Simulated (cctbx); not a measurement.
# Which space group?

Cell: a = 4.1250 Å, b = 18.1640 Å, c = 12.9350 Å, α = 90.00°, β = 90.00°, γ = 90.00°. Expected content of the cell: Tb4 Ba8 In4 S20.

The data are simulated with cctbx, not measured: Ag Kα, λ = 0.56087 Å, to d = 0.8 Å, 80 % of the full sphere, strongest reflection 20000 counts, noise from counting, a 1.5 % proportional error and a noise floor of 8 counts (s.d.); no absorption, some extinction.

Tests on the unmerged data give:

```text
6299 reflections to d = 0.801 A
centring   violations  <I/sigma> of those
    A       1461 of  3175      8.9
    B       1461 of  3152      9.0
    C          0 of  3145     -0.0
    I       1433 of  3192      8.8
    R       1888 of  4183      8.9
    F       1461 of  4736      6.0
Laue class    unique    Rint  (classes that these axes allow; Friedel mates merged)
C 1 2/m 1        1030   0.030
C 2/m 1 1        1120   0.029
C m m m           615   0.032
space group    extra absences  I>4sigma  <I/sigma>
C 2 2 21               12          0       0.0  acentric
C 2 2 2                 0          0         -  acentric
C m m 2                 0          0         -  acentric
C m c 21               53          0       0.1  acentric
C 2 m m                 0          0         -  acentric
C m 2 m                 0          0         -  acentric
C 2 c m                53          0       0.1  acentric
C m c m                53          0       0.1  centric
C m m m                 0          0         -  centric
Wilson B = 1.56 A^2   <|E^2-1|> = 0.696 (0.968 centric, 0.736 acentric)   E^2>4: 1.0 %
shell (A)         n   <I/sigma>
12.94 - 1.60     93     44.9
 1.60 - 1.27     82     43.7
 1.27 - 1.11     73     41.3
 1.11 - 1.01     70     35.5
 1.01 - 0.94     76     30.6
 0.94 - 0.88     80     28.3
 0.88 - 0.84     60     29.4
 0.84 - 0.80     81     22.9
```

**Question.** What are the lattice type, the Laue class and the likely space group?

The reflections that C centring forbids are absent (⟨I/σ⟩ near 0), so the lattice is C.

Rint stays low (0.029 to 0.032) up to C m m m, the highest class in these axes.

9 settings pass the absence test. The most absences obeyed, 53, belong to C m c 21, C 2 c m and C m c m, which absences can't tell apart.

⟨|E²−1|⟩ = 0.696 leans to a non-centrosymmetric structure. The Wilson B of 1.56 Å² means U ≈ 0.0198 Å².

The true group is Cmc2_1 (no. 36), Laue class mmm, non-centrosymmetric. The tables only narrow the choice to the tied entries; cell content, site symmetry and trial solutions must settle it.

This is a model crystal, built by substitution and not relaxed, with assumed displacement parameters.

[Logs are printed without paths, hosts, clocks, repeated set-up lines and the standing remarks that a program may print on its own settings, such as how far it seeks lower states.]
